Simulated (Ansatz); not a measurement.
# An extra electron or hole in a frame of aqueous Cd2+ and triflate, 1.6 mol of salt per kg of water from 300 K (122 atoms), part 2 of 4

Aim: add and remove one electron in a frame of aqueous Cd2+ and triflate, 1.6 mol of salt per kg of water from 300 K (122 atoms), with atoms held and relaxed, and read trapping energy and localisation.

Ansatz 0.2.0; Kohn-Sham DFT, PBE+D4, PAW (set soft_2), plane waves.

The cell: 41 O, 2 S, 2 C, 6 F, 70 H and 1 Cd. The network of contacts between molecules at the start is that of the classical potential that made the cell. Sampling is at Γ alone, for a cell whose shortest periodic width is 11 Å. The liquid is relaxed first.

So far. Step 2 (Single point at the start): The r.m.s. force at the start is 0.66 eV/Å. Step 3 (Relaxation): The relaxation converged after 46 steps, 8.91 eV below its start, with a largest force component of 0.057 eV/Å.

## Step 4: Single point at the relaxed geometry

The electronic structure is read at the final geometry, in a run of its own.

Contents of input.yaml:

```yaml
crystal:
  lattice:
    - [10.82721, 0.0, 0.0]
    - [0.0, 10.82721, 0.0]
    - [0.0, 0.0, 10.82721]
  atoms:
    - { symbol: O, position: [0.72552, 0.88534, 0.9004] }
    - { symbol: S, position: [0.5961, 0.92049, 0.88766] }
    - { symbol: O, position: [0.5629, 0.03736, 0.94882] }
    - { symbol: O, position: [0.50663, 0.82037, 0.90663] }
    - { symbol: C, position: [0.58082, 0.95692, 0.71932] }
    - { symbol: F, position: [0.66264, 0.0442, 0.68473] }
    [... 110 atom lines left out ...]
    - { symbol: H, position: [0.87198, 0.16684, 0.40149] }
    - { symbol: H, position: [0.9721, 0.05837, 0.38871] }
    - { symbol: O, position: [0.28493, 0.79327, 0.07304] }
    - { symbol: H, position: [0.29787, 0.88225, 0.05076] }
    - { symbol: H, position: [0.36347, 0.76491, 0.10779] }
    - { symbol: Cd, position: [0.09397, 0.27361, 0.27543] }
kpoints:
  mp_grid: { grid: [1, 1, 1] }
hamiltonian:
  xc: pbe
  dispersion: d4
scf:
  occupations: { method: fermi_dirac, width: 0.05 }
output:
  forces: true
  stress: true
  populations: true
  dos:
    method: { smearing: { sigma: 0.15 } }
    de: 0.1
    projected: { site_lists: { C: [C], Cd: [Cd], F: [F], H: [H], O: [O] } }
  eigenvalues: true
  write_density: true
  write_potential: true
  volumetric_format: npy
```

The run is started by

```console
> ansatz run input.yaml --threads 4 --pin off --max-ram 8192MiB --backend cpu --events-out ev --progress --plain --runs-dir out
```

Numbers of over 12 decimals in the logs are rounded to 6 here.

What it wrote:

```text
[...]
Crystal: 122 atoms, lattice volume = 1269.257 Å³
Basis set: ecut = 420 eV, 24837 PW (Γ), exchange–correlation on 150×150×150 points (8 copies of the dense FFT grid, shifted against one another)
Bands: 321, of which v1, the nominal top of the filled ones, is band 199 counted from 1 (198 counted from 0)
Symmetry: 1 space group operations
[...]
k-points: 1
[...]
SCF iter   1: F=—  HF=-39805.050468 eV  |F-HF|=—  |Δ(HF+E_count)|=         —  Δρ=3.34e-3  dr2=1.97e-1  ethr=1.77e-3  ⟨swp⟩=6.0  Hψ=1538  notcnv=0  defer=39
[...]
SCF iter   9: F=-39804.919892 eV  HF=-39804.919892 eV  |F-HF|=4.95e-9  |Δ(HF+E_count)|=   1.91e-7  Δρ=2.30e-6  dr2=7.06e-8  ethr=2.51e-11  ⟨swp⟩=18.0  Hψ=3165  notcnv=0
SCF 1 converged in 9 iterations: F = -39804.919892 eV  dr2 = 7.06e-8
[...]
WARN: The input density's exchange-correlation potential varies sharply where the density is thin. Do not read a vacuum level from v_tot or v_xc, or from such a field of the output density. On a cell that repeats whose density bears no net charge and no dipole along the vacuum's axis use v_es (v_loc + v_h of the components); [...]
SCF converged after 9 iterations
Free energy (F): -39804.919892 eV
[...]
Internal energy: -39804.919892 eV  (E = F + TS)
E sigma→0 (E₀):  -39804.919892 eV
Fermi energy:    0.768253 eV
[...]
--- Forces (eV/Å), atoms counted from 1 ---
  atom   1  O     -0.02009451     0.00067442    -0.00307037
  atom   2  S      0.00819402    -0.01488363    -0.00543547
  atom   3  O      0.00092200    -0.00197111    -0.00428328
  atom   4  O      0.01231796     0.01302937    -0.00287101
  atom   5  C     -0.00563138     0.02471748     0.02793009
  atom   6  F     -0.00349806    -0.00069050     0.00004079
  atom   7  F     -0.00031926    -0.00598274    -0.00042372
  atom   8  F      0.00594940    -0.01693290    -0.01218097
  atom   9  O      0.00451662    -0.00310445     0.00429674
  atom  10  S     -0.00507011     0.00395485    -0.00757107
  atom  11  O     -0.00032483    -0.00277352     0.00154042
  atom  12  O      0.00069848     0.00047112     0.00161471
  atom  13  C      0.00015645     0.00085129     0.00608672
  atom  14  F      0.00273381    -0.00071159    -0.00326397
[...]
atom 121  H      0.00101441     0.00074761    -0.00156448
  atom 122  Cd     0.00339294    -0.00219195    -0.00208651
  max |Σ_I F_I| component: 5.82e-5 eV/Å
--- Stress (GPa, compression-positive) ---
       -0.034064       0.079750      -0.037752
        0.079750      -0.122023       0.138079
       -0.037753       0.138079       0.054953
  P = ⅓ Tr σ = -0.0337 GPa (-0.337 kbar)
--- Band table (eV) ---
[...]
--- Löwdin populations: 122 sites ---
  site symbol       q [e]
     0      O      6.7419
     1      S      3.7191
     2      O      6.7428
[...]
121     Cd     18.4841
  spilling = 0.011500 (of n_electrons = 398.000000)
```

Wall time 13 s (4 threads of Intel Xeon Platinum 8488C (Sapphire Rapids), shared host); peak memory 1.6 GiB; 48 s of CPU time.

The program notes that the exchange-correlation potential is rough where the density is thin.

The run gave:

```yaml
free_energy: -39804.9199 eV
free_energy_per_atom: -326.2698 eV/atom
scf_cycles: 9
pressure: -0.03371 GPa
r_m_s_force_component: 0.00735 eV/Å
longest_force: 0.06479 eV/Å
fermi_energy: 0.7683 eV
spacing_of_highest_filled_and_lowest_empty_level: 4.989 eV
spilling_of_the_projection: 0.0115
```

Löwdin charges by element and coordination (they lack the spilled electrons, 0.038 e an atom on average):

| element | coordination | atoms | mean charge (e) | spread | least | most |
| --- | --- | --- | --- | --- | --- | --- |
| C | all | 2 | 0.662 | 0.0075 | 0.655 | 0.670 |
| Cd | all | 1 | 1.52 | 0 | 1.52 | 1.52 |
| F | all | 6 | -0.214 | 0.0085 | -0.223 | -0.198 |
| H | all | 70 | 0.388 | 0.0074 | 0.373 | 0.413 |
| O | all | 41 | -0.700 | 0.0359 | -0.767 | -0.663 |
| O | 1 | 6 | -0.748 | 0.0051 | -0.755 | -0.742 |
| O | 2 | 29 | -0.678 | 0.0095 | -0.699 | -0.663 |
| O | 3 | 6 | -0.761 | 0.0052 | -0.767 | -0.754 |
| S | all | 2 | 2.28 | 6.0e-4 | 2.28 | 2.28 |

Density of states as counts of states in windows of 1 eV (from the Fermi level), total and the larger projections:

```
from (eV)  to (eV)  total   O p   H s  F p
      -10       -9   26.2  17.6   7.1  0.3
       -9       -8   45.7  30.9  12.1  0.2
       -8       -7   28.6   8.0   0.9  9.8
       -7       -6   30.3  15.9   2.1  8.8
       -6       -5   33.1  24.7   1.9  2.9
       -5       -4   30.8  27.0   0.8  0.2
       -4       -3   59.2  56.1   0.3  0.9
       -3       -2   23.2  22.5   0.1  0.0
       -2        2    0.0   0.0   0.0  0.0
        2        3    2.0   0.1   1.0  0.0
        3        4    4.3   0.4   1.4  0.1
        4        5   17.8   2.0   4.7  0.8
```

Between -26 and -10 eV lie 101 more states.

The stored curve holds about 378 of the 398 electrons; the rest, give or take the few that broadening carries across the Fermi level, lie in deeper levels below its range.

Not all projections were asked for or kept, so they needn't add up to the total.

The levels nearest the highest filled one (over half full), pooled over k-points and spins:

```
level less the highest filled one (eV)  occupation
                                -0.362           2
                                -0.286           2
                                -0.238           2
                                -0.198           2
                                -0.055           2
                                     0           2
                                  4.99           0
                                  6.24           0
                                  6.39           0
                                  6.51           0
                                  6.61           0
                                  6.71           0
```

Electrostatic potential energy in the bc plane at fractional x = 0.497, with atoms of O and S and F and H within 0.2 Å of it. With pseudopotentials it is smooth inside the atoms' cores, unlike the true potential.

Values in eV, 13 rows by 16 columns, each cell a mean:
```
 -3   2   5   5   4  -7 -17   3   4   4   4   4  -8 -20  -2   1
  2   5   5   5   2 -15 -14   2   1   2   0   1 -14 -28  -7  -2
  2   4   5   5   4   3   4   4   2  -4  -1   3   4   3   1   0
-22   3   5   5   5   4   4   4   4   1   0   4   4   4   0 -20
-13   4   5   5   4  -1  -2   3   4   2   2   4   4   4   2 -10
  4   5   5   5   4 -10 -13   3   4   4   4   4   5   5   5   4
  5   5   5   5   5   4   4   5   5   5   4   3   3   4   5   5
  5   5   5   5   5   5   5   5   5   4  -1 -18 -18  -1   4   4
  4   5   5   5   5   5   5   5   5   4  -9 -36 -35  -8   0  -2
-13   5   5   5   5   4   4   4   3   3 -15 -32 -12  -1 -11 -36
  1   5   5   5   5   4 -11 -20 -13   1  -7 -12   3   3   1  -9
  5   5   5   5   5   3 -17 -18   0   3   5   5   5   5   5   5
  4   4   5   5   5   4  -7  -4   4   4   5   5   5   5   5   5
```
Columns run along b (10.8 Å; values clipped at the 3rd and 97th percentile), rows up along c (10.8 Å). Atoms in or near the plane, at fractional coordinates: O at (0.82, 0.91), S at (0.74, 0.34), F at (0.97, 0.25), H at (0.42, 0.07), H at (0.37, 0.59).

Valence density in the bc plane at fractional x = 0.497, with atoms of O and S and F and H within 0.2 Å of it. It is the smooth field of the valence electrons, not physical close to the nuclei.

Values in units of 1e0 e/Å³, 13 rows by 16 columns, each cell a mean:
```
0.9 0.5 0.0 0.0 0.1 1.1 1.9 0.3 0.0 0.0 0.0 0.1 1.3 2.7 0.5 0.3
0.3 0.1 0.0 0.0 0.1 1.3 1.6 0.3 0.1 0.2 0.2 0.2 1.8 3.8 0.8 0.3
0.2 0.0 0.0 0.0 0.0 0.1 0.1 0.1 0.2 0.9 0.6 0.1 0.1 0.2 0.2 0.2
3.0 0.3 0.0 0.0 0.0 0.0 0.0 0.0 0.1 0.3 0.3 0.0 0.0 0.1 0.2 2.2
1.8 0.2 0.0 0.0 0.0 0.2 0.3 0.1 0.0 0.1 0.1 0.0 0.0 0.1 0.2 1.3
0.0 0.0 0.0 0.0 0.0 0.5 0.7 0.1 0.0 0.0 0.0 0.0 0.0 0.0 0.0 0.0
0.0 0.0 0.0 0.0 0.0 0.1 0.1 0.0 0.0 0.0 0.0 0.1 0.3 0.1 0.0 0.0
0.0 0.0 0.0 0.0 0.0 0.0 0.0 0.0 0.0 0.0 0.2 0.7 1.1 0.4 0.1 0.0
0.2 0.0 0.0 0.0 0.0 0.0 0.0 0.0 0.0 0.1 0.5 0.9 0.9 0.5 0.3 0.5
1.8 0.1 0.0 0.0 0.0 0.0 0.1 0.2 0.1 0.2 1.7 2.8 0.7 0.2 1.3 7.6
0.4 0.0 0.0 0.0 0.0 0.1 1.5 2.1 0.7 0.2 1.1 1.6 0.2 0.0 0.3 1.6
0.0 0.0 0.0 0.0 0.0 0.1 1.3 1.5 0.3 0.0 0.1 0.1 0.0 0.0 0.0 0.0
0.2 0.1 0.0 0.0 0.0 0.1 0.4 0.3 0.0 0.0 0.0 0.0 0.1 0.1 0.0 0.1
```
Columns run along b (10.8 Å), rows up along c (10.8 Å). Atoms in or near the plane, at fractional coordinates: O at (0.82, 0.91), S at (0.74, 0.34), F at (0.97, 0.25), H at (0.42, 0.07), H at (0.37, 0.59).

Filled and empty levels are parted by 4.99 eV (at Γ alone); a semilocal functional tends to put such gaps too low. In a disordered cell it changes from sample to sample and from frame to frame. Mean Löwdin charges: C +0.66, Cd +1.52, F -0.21, H +0.39, O -0.70, S +2.28 e (they miss 1.1 % of the electrons, so they add up to more than the cell's charge). The largest share in the top eV of filled states is O p (98 % of the projected weight), and in the lowest eV of empty states H s (59 % of the projected weight).

## Step 5: An extra electron, atoms held

The electron count changes by one with the atoms held: a vertical process, on a uniform background, with spin and a narrow Fermi–Dirac smearing. Its energy against the neutral cell hangs on the program's zero of potential.

Contents of input.yaml:

```yaml
crystal:
  lattice:
    - [10.82721, 0.0, 0.0]
    - [0.0, 10.82721, 0.0]
    - [0.0, 0.0, 10.82721]
  atoms:
    [... the 122 atom lines of step 4 ...]
total_charge: -1
kpoints:
  mp_grid: { grid: [1, 1, 1] }
hamiltonian:
  xc: pbe
  dispersion: d4
scf:
  occupations: { method: fermi_dirac, width: 0.01 }
  lower_state_search: "off"
output:
  forces: true
  stress: true
  populations: true
  dos:
    method: { smearing: { sigma: 0.08 } }
    de: 0.1
    projected: { site_lists: { C: [C], Cd: [Cd], F: [F], H: [H], O: [O] } }
  eigenvalues: true
  write_density: true
  write_potential: true
  volumetric_format: npy
magnetization:
  spin_polarized: true
  initial_magnetization: 1
```

What it wrote:

```text
[...]
Crystal: 122 atoms, lattice volume = 1269.257 Å³
Basis set: ecut = 420 eV, 24837 PW (Γ), exchange–correlation on 150×150×150 points (8 copies of the dense FFT grid, shifted against one another)
Bands: 322, of which v1, the nominal top of the filled ones, is band 200 counted from 1 (199 counted from 0)
Symmetry: 1 space group operations
[...]
k-points: 1
[... 13 lines on functional and potentials left out ...]
Starting moments: Σ|m| = 1 μB on 122 of 122 sites
[...]
SCF iter   1: F=—  HF=-39862.857469 eV  |F-HF|=—  |Δ(HF+E_count)|=         —  Δρ=6.52e-2 (↑6.19e-2 ↓6.52e-2)  dr2=2.20e2  dr2_m=4.03e-1  M=1.000 μB ∫|m|=1.063 μB  β_m=1.00  ethr=3.10e-3  ⟨swp⟩=6.0  Hψ=3010  notcnv=0  defer=94
[...]
SCF iter   7: F=—  HF=-39801.746102 eV  |F-HF|=—  |Δ(HF+E_count)|=   7.26e-3  Δρ=1.16e-3 (↑1.16e-3 ↓1.09e-3)  dr2=2.45e-3  dr2_m=1.37e-2  M=0.007 μB ∫|m|=0.036 μB  β_m=0.30  ethr=4.25e-6  ⟨swp⟩=3.0  Hψ=831  notcnv=0  defer=232
[...]
spin-set hold released at iteration 7 (site moments contracting): the magnetisation degrees of freedom join the quasi-Newton model from the next iteration; the mixer history was flushed
SCF iter   8: F=—  HF=-39801.749023 eV  |F-HF|=—  |Δ(HF+E_count)|=   2.92e-3  Δρ=8.28e-4 (↑8.28e-4 ↓7.92e-4)  dr2=1.06e-3  dr2_m=7.14e-3  M=0.004 μB ∫|m|=0.027 μB  β_m=0.65  ethr=6.15e-7  ⟨swp⟩=2.0  Hψ=804  notcnv=0  defer=232
[...]
SCF iter  17: F=-39801.750591 eV  HF=-39801.750591 eV  |F-HF|=5.09e-11  |Δ(HF+E_count)|=  1.46e-10  Δρ=9.55e-8 (↑8.94e-8 ↓9.55e-8)  dr2=4.02e-11  dr2_m=8.47e-11  M=0.000 μB ∫|m|=0.000 μB  ethr=1.00e-12  ⟨swp⟩=6.0  Hψ=2879  notcnv=0
WARN: the starting moments were not kept: the SCF closed with an absolute magnetisation of 1.0e-5 μB, where they sum to 1 μB in size (122 sites). That is at most 0.1 of that sum. Measured as dr2_m measures the in/out step, that magnetisation stands 6.1e-12 eV from none, [...]
SCF 1 converged in 17 iterations: F = -39801.750591 eV  dr2 = 4.02e-11
[...]
SCF converged after 17 iterations
Magnetization: 0.0000 μB (199.5000 up, 199.5000 down)
Absolute magnetization: 0.0000 μB (∫|ρ↑−ρ↓|, with the PAW one-centre terms)
[...]
Per-site moments (μB) at R_I (Å): [(3.3487488502531715e-8, 0.601655), (2.826869820983483e-8, 0.601655), (-2.0463268142639222e-8, 0.607495), (4.98185719999466e-8, 0.605643), (-4.2747116236780286e-7, 0.555624), [...]
Free energy (F): -39801.750591 eV
[...]
Internal energy: -39801.736728 eV  (E = F + TS)
E sigma→0 (E₀):  -39801.743659 eV
Entropy (-TS):   -0.013863 eV (-0.114 meV/atom)
Fermi energy:    3.230484 eV
[...]
--- Forces (eV/Å), atoms counted from 1 ---
  atom   1  O      0.05165533     0.00507214    -0.03272210
  atom   2  S     -0.04665450    -0.04550745     0.03482553
  atom   3  O      0.00626069     0.06470850    -0.01051008
  atom   4  O     -0.00438362     0.02536890    -0.02500497
  atom   5  C     -0.04417769     0.03277108    -0.01183259
  atom   6  F      0.03483355     0.01098602     0.02756248
  atom   7  F      0.00348985    -0.00851875     0.04190897
  atom   8  F      0.02498342    -0.03647811     0.00497592
  atom   9  O      0.12384046     0.01612009     0.00986596
  atom  10  S     -0.11239264    -0.11725557     0.05679303
  atom  11  O     -0.02014978     0.11506680     0.01689343
  atom  12  O      0.00878324     0.04191046    -0.11699951
  atom  13  C     -0.02696515     0.00294094     0.03748425
  atom  14  F      0.03166760    -0.01640505    -0.04007641
[...]
atom 121  H      0.04293376    -0.03002448     0.01241764
  atom 122  Cd     0.10110078     0.04949347     0.04155292
  max |Σ_I F_I| component: 4.37e-6 eV/Å
--- Stress (GPa, compression-positive) ---
        0.330679       0.059199      -0.028710
        0.059198       0.216411       0.157685
       -0.028711       0.157685       0.341371
  P = ⅓ Tr σ = 0.2962 GPa (2.962 kbar)
--- Band table (eV) ---
[...]
--- Löwdin populations: 122 sites ---
  site symbol       q [e]    m [muB]
     0      O      6.7457     0.0000
     1      S      3.7266     0.0000
     2      O      6.7453    -0.0000
[...]
121     Cd     18.5575     0.0000
  spilling = 0.011752 (of n_electrons = 399.000000)
```

The job ended after 34 s (4 threads; peak memory 2.5 GiB; 2.2 min of CPU time).

The program notes that starting moments were not kept.

An extra electron, atoms held: the energy stands 3.17 eV above that of the reference. An odd electron should give 1 μB; this run ended with the carrier shared between both spins.

The levels nearest the highest filled one (over half full), pooled over k-points and spins:

```
level less the highest filled one (eV)  occupation
                                 -4.89           1
                                 -4.89           1
                                     0         0.5
                                     0         0.5
                                  1.29           0
                                  1.29           0
                                  1.40           0
                                  1.40           0
```

## Step 6: An extra electron, atoms relaxed

The atoms now respond to the charge; the energy gained comes from screening by the atoms, from trapping if the charge localises, and from any strain left in the reference.

input.yaml, the sections that differ from step 5:

```yaml
output:
  forces: true
relax:
  f_tol: 0.05
  max_steps: 90
# crystal, total_charge, kpoints, hamiltonian, scf, magnetization: as in step 5
```

What it wrote:

```text
[...]
Crystal: 122 atoms, lattice volume = 1269.257 Å³
Basis set: ecut = 420 eV, 24837 PW (Γ), exchange–correlation on 150×150×150 points (8 copies of the dense FFT grid, shifted against one another)
Bands: 322, of which v1, the nominal top of the filled ones, is band 200 counted from 1 (199 counted from 0)
Symmetry: 1 space group operations
[...]
k-points: 1
[... 13 lines on functional and potentials left out ...]
Starting moments: Σ|m| = 1 μB on 122 of 122 sites
[...]
SCF iter   1: F=—  HF=-39862.857470 eV  |F-HF|=—  |Δ(HF+E_count)|=         —  Δρ=6.52e-2 (↑6.19e-2 ↓6.52e-2)  dr2=2.20e2  dr2_m=4.03e-1  M=1.000 μB ∫|m|=1.063 μB  β_m=1.00  ethr=3.10e-3  ⟨swp⟩=6.0  Hψ=3010  notcnv=0  defer=94
[...]
SCF iter   7: F=—  HF=-39801.744272 eV  |F-HF|=—  |Δ(HF+E_count)|=   5.44e-3  Δρ=1.16e-3 (↑1.16e-3 ↓1.09e-3)  dr2=2.47e-3  dr2_m=1.37e-2  M=0.007 μB ∫|m|=0.036 μB  β_m=0.30  ethr=4.25e-6  ⟨swp⟩=2.5  Hψ=942  notcnv=0  defer=232
[...]
SCF iter   9: F=—  HF=-39801.750835 eV  |F-HF|=—  |Δ(HF+E_count)|=   3.63e-3  Δρ=1.51e-4 (↑1.51e-4 ↓1.39e-4)  dr2=8.98e-4  dr2_m=2.05e-5  M=0.002 μB ∫|m|=0.005 μB  β_m=0.51  ethr=2.65e-7  ⟨swp⟩=3.0  Hψ=1032  notcnv=0  defer=232
[...]
SCF iter  12: F=-39801.750591 eV  HF=-39801.750590 eV  |F-HF|=4.38e-8  |Δ(HF+E_count)|=   5.51e-7  Δρ=6.04e-6 (↑6.04e-6 ↓5.73e-6)  dr2=2.94e-7  dr2_m=3.04e-7  M=-0.000 μB ∫|m|=0.001 μB  β_m=0.58  ethr=6.84e-10  ⟨swp⟩=1.0  Hψ=1510  notcnv=0
SCF iter  13: F=-39801.750591 eV  HF=-39801.750591 eV  |F-HF|=5.69e-8  |Δ(HF+E_count)|=   2.22e-7  Δρ=2.95e-6 (↑2.47e-6 ↓2.95e-6)  dr2=1.16e-7  dr2_m=5.42e-8  M=0.000 μB ∫|m|=0.000 μB  ethr=7.36e-11  ⟨swp⟩=1.0  Hψ=1710  notcnv=0
[...]
SCF 1 converged in 13 iterations: F = -39801.750591 eV  dr2 = 1.16e-7
[...]
relax step   1: F+E_penalty+E_count = -39801.75059064 eV  Δ(F+E_penalty+E_count) = +0.000e0 eV  max|allowed force component| = 1.387e-1 eV/Å  Δτ_max = 0.0000 Å  (13 SCF iters, dr2 threshold 6.25e-5 eV, accepted)
[...]
relax step   2: F+E_penalty+E_count = -39801.77341548 eV  Δ(F+E_penalty+E_count) = -2.282e-2 eV  max|allowed force component| = 6.690e-2 eV/Å  Δτ_max = 0.0607 Å  (8 SCF iters, accepted)
[...]
relax step   3: F+E_penalty+E_count = -39801.78090502 eV  Δ(F+E_penalty+E_count) = -7.490e-3 eV  max|allowed force component| = 6.935e-2 eV/Å  Δτ_max = 0.0468 Å  (8 SCF iters, accepted)
[...]
relax step   4: F+E_penalty+E_count = -39801.78285148 eV  Δ(F+E_penalty+E_count) = -1.946e-3 eV  max|allowed force component| = 3.266e-2 eV/Å  Δτ_max = 0.0356 Å  (9 SCF iters, accepted)
SCF converged after 9 iterations
Magnetization: -0.0000 μB (199.5000 up, 199.5000 down)
Absolute magnetization: 0.0000 μB (∫|ρ↑−ρ↓|, with the PAW one-centre terms)
[...]
Per-site moments (μB) at R_I (Å): [(2.486998387238524e-8, 0.601877), (6.494896656275964e-8, 0.601877), (-1.4856254260268783e-7, 0.607828), (3.3660715351473627e-9, 0.605467), (-4.631057996507488e-7, 0.556168), [...]
Free energy (F): -39801.782851 eV
[...]
Internal energy: -39801.768989 eV  (E = F + TS)
E sigma→0 (E₀):  -39801.775920 eV
Entropy (-TS):   -0.013863 eV (-0.114 meV/atom)
Fermi energy:    3.166945 eV
[...]
Σ components = -39801.782851   (vs F -39801.782851, Δ=0.00e0)
--- Forces (eV/Å), atoms counted from 1 ---
  atom   1  O     -0.00199710    -0.00005931    -0.00305097
  atom   2  S     -0.01130589     0.01966259     0.03265829
  atom   3  O      0.00321847    -0.00401228    -0.00489671
  atom   4  O      0.00420600     0.00121133    -0.00097376
[...]
atom 122  Cd    -0.00947471     0.00627663    -0.02236311
  max |Σ_I F_I| component: 5.79e-5 eV/Å
--- Relaxed structure (4 steps of the walk, 4 accepted, 0 SCFs on fresh bases) ---
  F+E_penalty+E_count = -39801.78285148 eV   max|allowed force component| = 3.266e-2 eV/Å
  atoms:
    - { symbol: O, position: [0.725642, 0.885868, 0.900792] }
    - { symbol: S, position: [0.596200, 0.921114, 0.888016] }
    - { symbol: O, position: [0.563227, 0.038956, 0.947579] }
    - { symbol: O, position: [0.506508, 0.821399, 0.907771] }
[...]
- { symbol: Cd, position: [0.095589, 0.273807, 0.278137] }
```

It took 57 s on 4 threads; peak memory 2.4 GiB.

The relaxation converged after 4 steps, 0.0323 eV below its start, with a largest force component of 0.033 eV/Å.

An extra electron, atoms relaxed: the energy stands 3.14 eV above that of the reference. An odd electron should give 1 μB; this run ended with the carrier shared between both spins.

[end of part 2 of 4]

[Logs are printed without paths, hosts, clocks, repeated set-up lines and the standing remarks that a program may print on its own settings, such as how far it seeks lower states.]

[Hosts, paths, dates, database ids (printed as entryN), source tags and the programs' standing remarks are cut or masked in the printed files.]
